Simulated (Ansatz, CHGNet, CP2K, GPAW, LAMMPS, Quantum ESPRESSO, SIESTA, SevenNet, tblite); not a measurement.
**GPAW on free surface of ionic liquid triethylsulfonium formate with water at 340 K (81 atoms): settings against a plane-wave reference**

Aim: run free surface of ionic liquid triethylsulfonium formate with water at 340 K (81 atoms) in GPAW and see how near its forces come to a plane-wave reference, and at what cost.

Calculated with GPAW 26.7.0; the method is named at each step.

### 1. Set-up

The cell holds 81 atoms: 21 C, 3 S, 50 H and 7 O. Cell: a = 8.574 Å, b = 8.574 Å, c = 21.346 Å, α = 90.0°, β = 90.0°, γ = 90.0°. 3 triethylsulfonium, 3 formate, 1 H2O placed at random, at 1.02 g/cm³, as a film with 10 Å of vacuum; overlaps pushed apart, then 10 ps at 390 K with MMFF94 bonds, angles, torsions, charges and radii (Halgren, J. Comput. Chem. 17, 490 (1996)) in harmonic and 12-6 forms; SPC/E water (Berendsen, Grigera and Straatsma, J. Phys. Chem. 91, 6269 (1987)); charges of ions scaled by 0.8. Snapshot after 30 ps at 340 K and fixed volume. Vacuum lies along c.

The yardstick, on the same geometry:

| Quantity | Value |
| --- | --- |
| method | Kohn-Sham DFT, PBE, PAW, plane waves (Ansatz 0.2.0); cutoff 420 eV, Γ point, fermi-dirac smearing of 0.05 eV; PAW set soft_2 |
| r.m.s. force component | 0.8353 eV/Å |
| longest force | 3.282 eV/Å |
| gap (highest filled to lowest empty level) | 1.984 eV |
| SCF cycles | 10 |
| time | 4.4 s on 8 threads of Arm Neoverse V2, shared host |
| CPU time | 31 s |

### 2. PBE, LCAO dzp, h 0.18 Å

Method: Kohn-Sham DFT, PBE, PAW, atomic orbitals (dzp).

run.py reads:

```python
import numpy as np
from ase.io import read
from gpaw import GPAW, FermiDirac

atoms = read("structure.xyz")
atoms.calc = GPAW(
    mode="lcao",
    basis="dzp",
    h=0.18,
    xc="PBE",
    kpts={"size": (1, 1, 1), "gamma": True},
    occupations=FermiDirac(0.05),
    maxiter=200,
    symmetry={"point_group": False},
    txt="gpaw.txt",
)
energy = atoms.get_potential_energy(force_consistent=True)
forces = atoms.get_forces()
print(f"energy {energy:.6f} eV")
print("forces (eV/A)")
for i, (a, f) in enumerate(zip(atoms, forces)):
    print(f"{i:4d} {a.symbol:2s} {f[0]:10.5f} {f[1]:10.5f} {f[2]:10.5f}")
print(f"Fermi level {atoms.calc.get_fermi_level():.4f} eV")
for k in range(len(atoms.calc.get_ibz_k_points())):
    for s in range(atoms.calc.get_number_of_spins()):
        e = atoms.calc.get_eigenvalues(kpt=k, spin=s)
        n = np.searchsorted(e, atoms.calc.get_fermi_level())
        print(f"k {k} spin {s} levels about the Fermi level:", np.round(e[max(n - 6, 0):n], 4).tolist(), "|", np.round(e[n:n + 6], 4).tolist())
```

structure.xyz reads:

```xyz
81
Lattice="8.57364 0.00000 0.00000 0.00000 8.57364 0.00000 0.00000 0.00000 21.34624" Properties=species:S:1:pos:R:3 pbc="T T T"
C 8.30168 2.49870 8.17646
C 0.79375 2.07645 7.20030
S 2.27673 1.39039 8.16088
C 2.09300 8.31849 7.38110
C 3.37801 7.63140 7.75765
C 3.43726 1.98994 6.87925
C 3.66180 3.43117 7.14480
H 7.44192 2.94342 7.60993
H 7.87737 1.59993 8.61278
H 0.22489 3.24152 8.93255
H 1.22500 2.88649 6.60239
H 0.29648 1.29633 6.59001
H 1.14784 7.83571 7.78754
H 2.16390 8.40114 6.30226
H 3.19248 6.57624 7.96129
H 4.15393 7.63114 6.99217
H 3.85171 7.88106 8.71161
H 3.02744 1.87643 5.86595
H 4.41971 1.50682 6.83699
H 2.71287 4.02610 7.37128
H 4.26230 3.57555 8.00527
H 4.28913 3.94105 6.36203
C 6.56526 6.00824 3.20898
C 5.17325 6.64714 3.40793
S 4.04290 5.19288 3.60751
C 3.78826 4.57232 1.85968
C 4.59556 3.32717 1.81763
C 2.51653 6.27282 3.56760
C 1.31845 5.50856 4.01395
H 6.93710 5.25907 3.90999
H 7.35215 6.78586 3.35712
H 6.63986 5.54612 2.22535
H 4.84668 7.07823 2.44585
H 5.08177 7.35284 4.28654
H 4.07411 5.24089 1.10616
H 2.73971 4.27259 1.83172
H 4.66132 2.92816 0.84873
H 4.21360 2.51311 2.47744
H 5.56258 3.44360 2.25416
H 2.45798 7.18008 4.15675
H 2.50522 6.57007 2.51523
H 1.50716 5.16742 5.01978
H 1.18668 4.65600 3.32340
H 0.48715 6.20689 4.12089
C 1.09640 6.18057 19.66181
C 2.11563 7.31717 19.90217
S 1.36570 0.36532 19.40736
C 2.79929 1.44749 19.64516
C 3.42740 1.65977 18.30888
C 0.56243 0.64585 21.06596
C 7.68687 0.07356 21.14217
H 1.51676 5.15910 19.77879
H 0.64088 6.25790 18.59279
H 0.23612 6.25721 20.31543
H 2.55417 7.31091 20.93468
H 2.97745 7.21849 19.20265
[... 21 atom lines left out ...]
H 5.50899 5.23215 18.83037
O 5.92850 1.47792 4.92671
H 6.30480 0.67037 5.38096
H 6.59519 1.83270 4.27138
```

Started as:

```
$ OMP_NUM_THREADS=1 python run.py > output.txt
```

The program printed:

```text
energy -414.731377 eV
forces (eV/A)
   0 C     0.70332    1.95375    0.47352
   1 C    -0.73178    0.07028    0.93903
   2 S    -1.12656   -0.35774   -2.88094
   3 C     0.36917   -0.68821    1.92566
   4 C     0.26703   -1.69328    0.59034
   5 C     0.65342    0.61750   -0.22061
   6 C    -0.64484    2.06340   -0.58074
   7 H     0.36380    0.30913    0.07222
   8 H    -0.22211   -0.63319    0.92162
   9 H    -1.31175   -0.91591   -0.70847
  10 H    -0.05656    0.35127   -0.29045
  11 H     0.68185   -0.42202   -0.42347
  12 H     0.52337    0.25131   -0.58000
  13 H    -0.94871    0.56780   -0.90552
  14 H    -0.36008   -1.05963   -0.19490
  15 H     0.52618    0.42968   -0.54245
  16 H     0.21503    0.81822    0.55955
  17 H    -0.70046   -0.55534   -0.26036
  18 H     0.51330   -0.79075    0.34573
  19 H     0.58493   -0.26021   -0.56746
  20 H     1.12926    0.11782    1.88083
  21 H    -0.57058   -0.33612   -0.14446
  22 C     0.49851    1.56988    0.30685
  23 C     1.27106   -1.42502   -0.02489
[...]
73 H    -1.42246   -1.07443    1.16391
  74 O    -0.11316   -0.79669   -0.06552
  75 C    -0.39683    1.52537   -0.32822
  76 O     0.11850   -0.07082    0.42695
  77 H     0.11347   -0.63507    0.07709
  78 O    -1.44495    0.99000   -0.05335
  79 H     0.29629    0.33138   -0.37078
  80 H     0.26390   -0.36506    0.30861
Fermi level -0.5827 eV
k 0 spin 0 levels about the Fermi level: [-1.8683, -1.8252, -1.6111, -1.591, -1.5769, -1.4526] | [0.2797, 0.4768, 0.6014, 0.9475, 1.053, 1.5475]
```

gpaw.txt:

```text
Input parameters:
  mode=LCAO(),
  basis={'default': 'dzp'},
  h=0.18,
  kpts=MonkhorstPack(size=(1, 1, 1), gamma=True),
  maxiter=200,
  occupations=Occupations(name='fermi-dirac', width=0.05, fixmagmom=False),
  symmetry=Symmetry(point_group=False),
  xc=XC(name='PBE')
Unit cell  # Å
| periodic |        x |        y |         z |   lengths |    angles |
|----------|----------|----------|-----------|-----------|-----------|
|      yes | 8.573640 | 0.000000 |  0.000000 |  8.573640 | 90.000000 |
|      yes | 0.000000 | 8.573640 |  0.000000 |  8.573640 | 90.000000 |
|      yes | 0.000000 | 0.000000 | 21.346240 | 21.346240 | 90.000000 |
Number of symmetries: 1
Symmetry operations  # r_c * U_cc + t_c -> r_c
|   | kind |            matrix            |
|---|------|------------------------------|
| 0 |  E   |  1, 0, 0,  0, 1, 0,  0, 0, 1 |
BZ-sampling:
  Number of BZ points: 1
  Number of IBZ points: 1
  Monkhorst-Pack size: [1, 1, 1]
  Monkhorst-Pack shift: [0, 0, 0]
[... lines left out ...]
eigensolver:
density mixing:
  MSR1-Mixer
occupation numbers:
  Fermi-Dirac:
    width: 0.0500  # eV
FastPoissonSolver using
    Stencil: 6*3+1=19 point O(h^6) finite-difference Laplacian
xc functional:
  name: PBE with 2 nearest neighbor stencil
interpolation: tri-quintic # 5. degree polynomial
Initialization done in: 6.679 s
convergence criteria:
- Maximum [total energy] change in last 3 cyles: 0.0005 eV / valence electron
- Maximum integral of absolute [dens]ity change: 0.0001 electrons / valence electron
- Maximum integral of absolute [eigenst]ate change: 4e-08 eV^2 / valence electron
maximum number of iterations: 200
SCF iterations
|iter     |      energy | eigst |  dens |
|---------|-------------|-------|-------|
|iter:   1| -440.363833 |      c|       |
|iter:   2| -434.763448 |      c| -0.72 |
|iter:   3| -415.128279 |      c| -0.76 |
|iter:   4| -414.793601 |      c| -1.32 |
|iter:   5| -414.761581 |      c| -1.80 |
|iter:   6| -414.732025c|      c| -2.36 |
|iter:   7| -414.731362c|      c| -2.69 |
|iter:   8| -414.731367c|      c| -3.15 |
|iter:   9| -414.731379c|      c| -3.64 |
|iter:  10| -414.731377c|      c| -4.07c|
Converged in 10 steps
SCF loop duration: 30.572 s (3.057 s/step)
Energy contributions relative to reference atoms: (reference = -69063.524338)
Energy contributions:
  Kinetic:         338.965931
  Coulomb:        -373.408896
  Zero:              2.468323
  External:          0.000000
  Xc:             -382.756735
  Entropy:          -0.000000
  Spinorbit:         0.000000
  ----------------------------
  Free energy:    -414.731377
  Extrapolated:   -414.731377
dipole moment: (-8.995217, -14.489051, 58.994582)  # |e|*Ang
Fermi level: -0.583
Eigenvalues  # (at kpt = [0.000, 0.000, 0.000])
| band index |      eig [eV] | occ [0-2] |
|------------|---------------|-----------|
|          0 |       -22.018 |     2.000 |
|        ... |               |           |
|         89 |        -2.220 |     2.000 |
|         90 |        -2.037 |     2.000 |
[...]
|        104 |         2.630 |     0.000 |
|        ... |               |           |
|        120 |         4.695 |     0.000 |
Gap: 1.732 eV
Transition (v -> c):
  (s=0, k=0, n=96, [0.00, 0.00, 0.00]) -> (s=0, k=0, n=97, [0.00, 0.00, 0.00])
No difference between direct/indirect transitions
Force computation time: 5.543  # s
timing:  # [seconds]
  Total:  42.823  # ━━━━━━━━━━━━━━━━━━━━━━━━━━━━━━━━━━━━━━━━━━━━━━━━━━━━━━━━━
  Init:    6.678  # ━━━━━━━━━
  SCF:    30.572  # ━━━━━━━━━━━━━━━━━━━━━━━━━━━━━━━━━━━━━━━━╸
  Forces:  5.543  # ━━━━━━━╸
```

It took 44 s on 1 thread of Arm Neoverse V2, shared host; peak memory 1.1 GiB.

Banners, paths, timers and routine set-up lines are dropped from the logs unmarked, and long logs keep their key lines alone; longer cuts are marked.

Compared with the plane-wave run:

```
r.m.s. force component                           : 0.8879 eV/Å
r.m.s. difference of force components            : 342 meV/Å
longest difference of force vectors              : 1323 meV/Å
force difference over r.m.s. force               : 40.95 %
slope of forces against the reference's          : 0.9812
correlation of force components                  : 0.923
gap (highest filled to lowest empty level) : 1.732 eV
gap difference                                   : -0.2521 eV
```

This run lies far from the reference in forces at the same functional.

Length of the force difference by element (eV/Å):

```
element  atoms  mean  most
      C     21  0.38  0.72
      H     50  0.55  0.80
      O      7   1.1   1.3
      S      3  0.23  0.26
```

Levels nearest the highest filled one (eV from it): -0.42, -0.37, -0.16, -0.14, -0.12, 0.00, 1.73, 1.93, 2.05, 2.40, 2.51, 3.00.

A closer look about S25, one of the 3 S atoms: 14 atoms, nearest first, numbered in the order of the input, with positions taken from that point.

```csv
atom,x,y,z,distance (Å),bonds,Fx,Fy,Fz (eV/Å)
S25,0.00,0.00,0.00,0.00,3,-1.32,1.97,-0.25
C24,1.13,1.45,-0.20,1.85,4,1.27,-1.43,-0.02
C28,-1.53,1.08,-0.04,1.87,4,-0.15,-0.62,-0.10
C26,-0.25,-0.62,-1.75,1.87,4,-0.06,-1.90,2.58
H41,-1.54,1.38,-1.09,2.34,1,-0.21,0.31,-0.55
H33,0.80,1.89,-1.16,2.36,1,-0.12,0.51,-0.02
H36,-1.30,-0.92,-1.78,2.39,1,-0.90,0.30,-0.05
H34,1.04,2.16,0.68,2.49,1,-0.03,-0.41,-0.38
H35,0.03,0.05,-2.50,2.50,1,0.68,2.20,-1.69
H40,-1.58,1.99,0.55,2.60,1,1.23,1.04,0.62
C27,0.55,-1.87,-1.79,2.64,4,-0.42,-1.31,1.87
C23,2.52,0.82,-0.40,2.68,4,0.50,1.57,0.31
H39,1.52,-1.75,-1.35,2.68,1,1.84,0.38,0.13
C29,-2.72,0.32,0.41,2.77,4,0.20,-0.50,-0.76
```

Atoms are counted from 1 here, from 0 in the log.

Forces lie 41 % from the reference's, at 1.4 times its CPU time (on 1 against 8 cores).

### 3. PBE, LCAO sz(dzp), h 0.18 Å

Method: Kohn-Sham DFT, PBE, PAW, atomic orbitals (sz(dzp)).

Edit run.py of step 2 so:

```diff
@@ -7,3 +7,3 @@
     mode="lcao",
-    basis="dzp",
+    basis="sz(dzp)",
     h=0.18,
```

structure.xyz is that of step 2.

The program printed:

```text
energy -334.916568 eV
forces (eV/A)
   0 C     1.95289    2.40523    0.42963
   1 C    -0.53275   -0.01161    1.40733
   2 S    -0.60288    0.78937    2.39557
   3 C     0.63497   -0.94991    2.19994
   4 C    -1.19538   -0.31121    0.00438
   5 C     0.03597    0.75656    0.49273
   6 C    -1.95279    0.96787   -1.50188
   7 H    -1.65958    1.35431   -1.18477
   8 H    -1.40856   -3.01656    1.98738
   9 H    -0.45110    0.40966    0.58984
  10 H     0.83032    2.29687   -1.89144
  11 H    -0.68099   -2.26019   -2.04566
  12 H    -1.69616   -1.07935    0.07639
  13 H    -0.68829    0.62935   -3.84850
  14 H    -0.72228   -3.61332    0.22654
  15 H     2.72875    0.40825   -2.40551
  16 H     1.39698    1.38720    2.74700
  17 H    -1.54014   -0.71329   -2.82637
  18 H     3.33552   -1.98098   -0.28153
  19 H    -1.15040    0.90365   -0.17043
  20 H     2.83743    0.53987    4.22794
  21 H     0.82077    0.79941   -1.83100
  22 C    -1.29120    2.32426    0.55175
  23 C     2.02189   -1.77488    0.22198
[...]
73 H    -4.56310   -3.00405    2.70901
  74 O    -4.54717   -6.76096    1.32361
  75 C     1.42982    0.94576   -2.19367
  76 O     0.69189    5.86885    4.38245
  77 H     1.65496   -0.28989   -2.86400
  78 O    -5.08023    2.34313    0.70622
  79 H     1.30411   -2.83513    1.73651
  80 H     2.71558    1.37053   -2.48962
Fermi level -0.4374 eV
k 0 spin 0 levels about the Fermi level: [-1.2481, -1.1335, -1.0928, -0.8146, -0.7994, -0.6327] | [-0.2424, -0.0984, 0.0726, 0.2063, 0.6073, 0.8878]
```

gpaw.txt:

```text
Input parameters:
  mode=LCAO(),
  basis={'default': 'sz(dzp)'},
  h=0.18,
  kpts=MonkhorstPack(size=(1, 1, 1), gamma=True),
  maxiter=200,
  occupations=Occupations(name='fermi-dirac', width=0.05, fixmagmom=False),
  symmetry=Symmetry(point_group=False),
  xc=XC(name='PBE')
Unit cell  # Å
| periodic |        x |        y |         z |   lengths |    angles |
[... lines left out ...]
  Fermi-Dirac:
[... lines left out ...]
convergence criteria:
- Maximum [total energy] change in last 3 cyles: 0.0005 eV / valence electron
[... lines left out ...]
Converged in 22 steps
[... lines left out ...]
  Free energy:    -334.916568
  Extrapolated:   -334.905861
dipole moment: (-11.291806, -14.762345, 59.096548)  # |e|*Ang
Fermi level: -0.437
Eigenvalues  # (at kpt = [0.000, 0.000, 0.000])
| band index |      eig [eV] | occ [0-2] |
|------------|---------------|-----------|
|          0 |       -22.646 |     2.000 |
|        ... |               |           |
|         89 |        -1.564 |     2.000 |
|         90 |        -1.311 |     2.000 |
[...]
|        104 |         1.460 |     0.000 |
|        ... |               |           |
|        120 |         6.072 |     0.000 |
Gap: 0.390 eV
Transition (v -> c):
  (s=0, k=0, n=96, [0.00, 0.00, 0.00]) -> (s=0, k=0, n=97, [0.00, 0.00, 0.00])
No difference between direct/indirect transitions
Force computation time: 1.425  # s
timing:  # [seconds]
  Total:  41.098  # ━━━━━━━━━━━━━━━━━━━━━━━━━━━━━━━━━━━━━━━━━━━━━━━━━━━━━━━━━
  Init:    5.964  # ━━━━━━━━╸
  SCF:    33.684  # ━━━━━━━━━━━━━━━━━━━━━━━━━━━━━━━━━━━━━━━━━━━━━━╸
  Forces:  1.425  # ━━
```

It took 42 s on 1 thread; peak memory 0.9 GiB.

Against the reference:

```
r.m.s. force component                           : 2.235 eV/Å
r.m.s. difference of force components            : 2237 meV/Å
longest difference of force vectors              : 8909 meV/Å
force difference over r.m.s. force               : 267.9 %
slope of forces against the reference's          : 0.4922
correlation of force components                  : 0.1839
gap (highest filled to lowest empty level) : 0.3903 eV
gap difference                                   : -1.594 eV
```

This is a coarse setting, run to see what it loses.

Against the first run (41 %), the force difference from the reference is 268 %, at 0.96 times the CPU time (22 SCF steps against 10), with 174 basis functions against 653: the smaller basis costs accuracy.

### 4. PBE, LCAO dzp, h 0.28 Å

Method: Kohn-Sham DFT, PBE, PAW, atomic orbitals (dzp).

Edit run.py of step 3 so:

```diff
@@ -7,4 +7,4 @@
     mode="lcao",
-    basis="sz(dzp)",
-    h=0.18,
+    basis="dzp",
+    h=0.28,
     xc="PBE",
```

structure.xyz is that of step 3.

The program printed:

```text
energy -394.461307 eV
forces (eV/A)
   0 C     0.67689    1.81969    0.41471
   1 C    -0.77870    0.12024    1.29461
   2 S    -1.12768   -0.25122   -2.79897
   3 C     0.35978   -0.65621    1.56606
   4 C     0.36764   -1.69711    0.93821
   5 C     0.69672    0.51687   -0.28556
[...]
78 O    -2.99971    1.05670    0.70920
  79 H     0.67108    0.36860    1.26701
  80 H     1.16483   -1.25655    1.19374
Fermi level -0.5757 eV
k 0 spin 0 levels about the Fermi level: [-1.8567, -1.8031, -1.609, -1.5867, -1.5667, -1.4517] | [0.2917, 0.4861, 0.6152, 0.9612, 1.0633, 1.5641]
```

gpaw.txt:

```text
Input parameters:
  mode=LCAO(),
  basis={'default': 'dzp'},
  h=0.28,
  kpts=MonkhorstPack(size=(1, 1, 1), gamma=True),
  maxiter=200,
  occupations=Occupations(name='fermi-dirac', width=0.05, fixmagmom=False),
[... lines left out ...]
  Fermi-Dirac:
[... lines left out ...]
convergence criteria:
- Maximum [total energy] change in last 3 cyles: 0.0005 eV / valence electron
[... lines left out ...]
Converged in 10 steps
[... lines left out ...]
  Free energy:    -394.461307
[... lines left out ...]
Fermi level: -0.576
[... lines left out ...]
|        ... |               |           |
|        120 |         4.703 |     0.000 |
Gap: 1.743 eV
Transition (v -> c):
  (s=0, k=0, n=96, [0.00, 0.00, 0.00]) -> (s=0, k=0, n=97, [0.00, 0.00, 0.00])
No difference between direct/indirect transitions
Force computation time: 2.533  # s
timing:  # [seconds]
  Total:  20.857  # ━━━━━━━━━━━━━━━━━━━━━━━━━━━━━━━━━━━━━━━━━━━━━━━━━━━━━━━━━
  Init:    3.812  # ━━━━━━━━━━╸
  SCF:    14.486  # ━━━━━━━━━━━━━━━━━━━━━━━━━━━━━━━━━━━━━━━╸
  Forces:  2.533  # ━━━━━━━
```

Elapsed: 22 s, on 1 thread; peak memory 0.41 GiB.

Against the reference:

- r.m.s. force component: 1.223 eV/Å
- r.m.s. difference of force components: 893.3 meV/Å
- longest difference of force vectors: 3535 meV/Å
- force difference over r.m.s. force: 106.9 %
- slope of forces against the reference's: 0.9999
- correlation of force components: 0.6865
- gap (highest filled to lowest empty level): 1.743 eV
- gap difference: -0.241 eV
- energy less the same-level run's: 250.2 meV/atom
- r.m.s. force difference from the same-level run: 847.1 meV/Å

This is a coarse setting, run to see what it loses.

Against the first run (41 %), the force difference from the reference is 107 %, at 0.50 times the CPU time: the grid matters here.

The forces add up to 25 eV/Å instead of zero, usually a sign of too coarse a grid.

(Continued in part 2 of 2.)

[Also dropped from logs without a mark: logging warnings of Python, and SIESTA's first energy breakdown and zero terms.]

[Logs are printed without paths, hosts, clocks, repeated set-up lines and the standing remarks that a program may print on its own settings, such as how far it seeks lower states.]

[Hosts, paths, dates, database ids (printed as entryN), source tags and the programs' standing remarks are cut or masked in the printed files.]

[The MMFF94 radii named for the starting cell were scaled by 0.96; in molecules described by MMFF94, hydrogen bound to N, O or S took a small fixed 12-6 site in their place.]
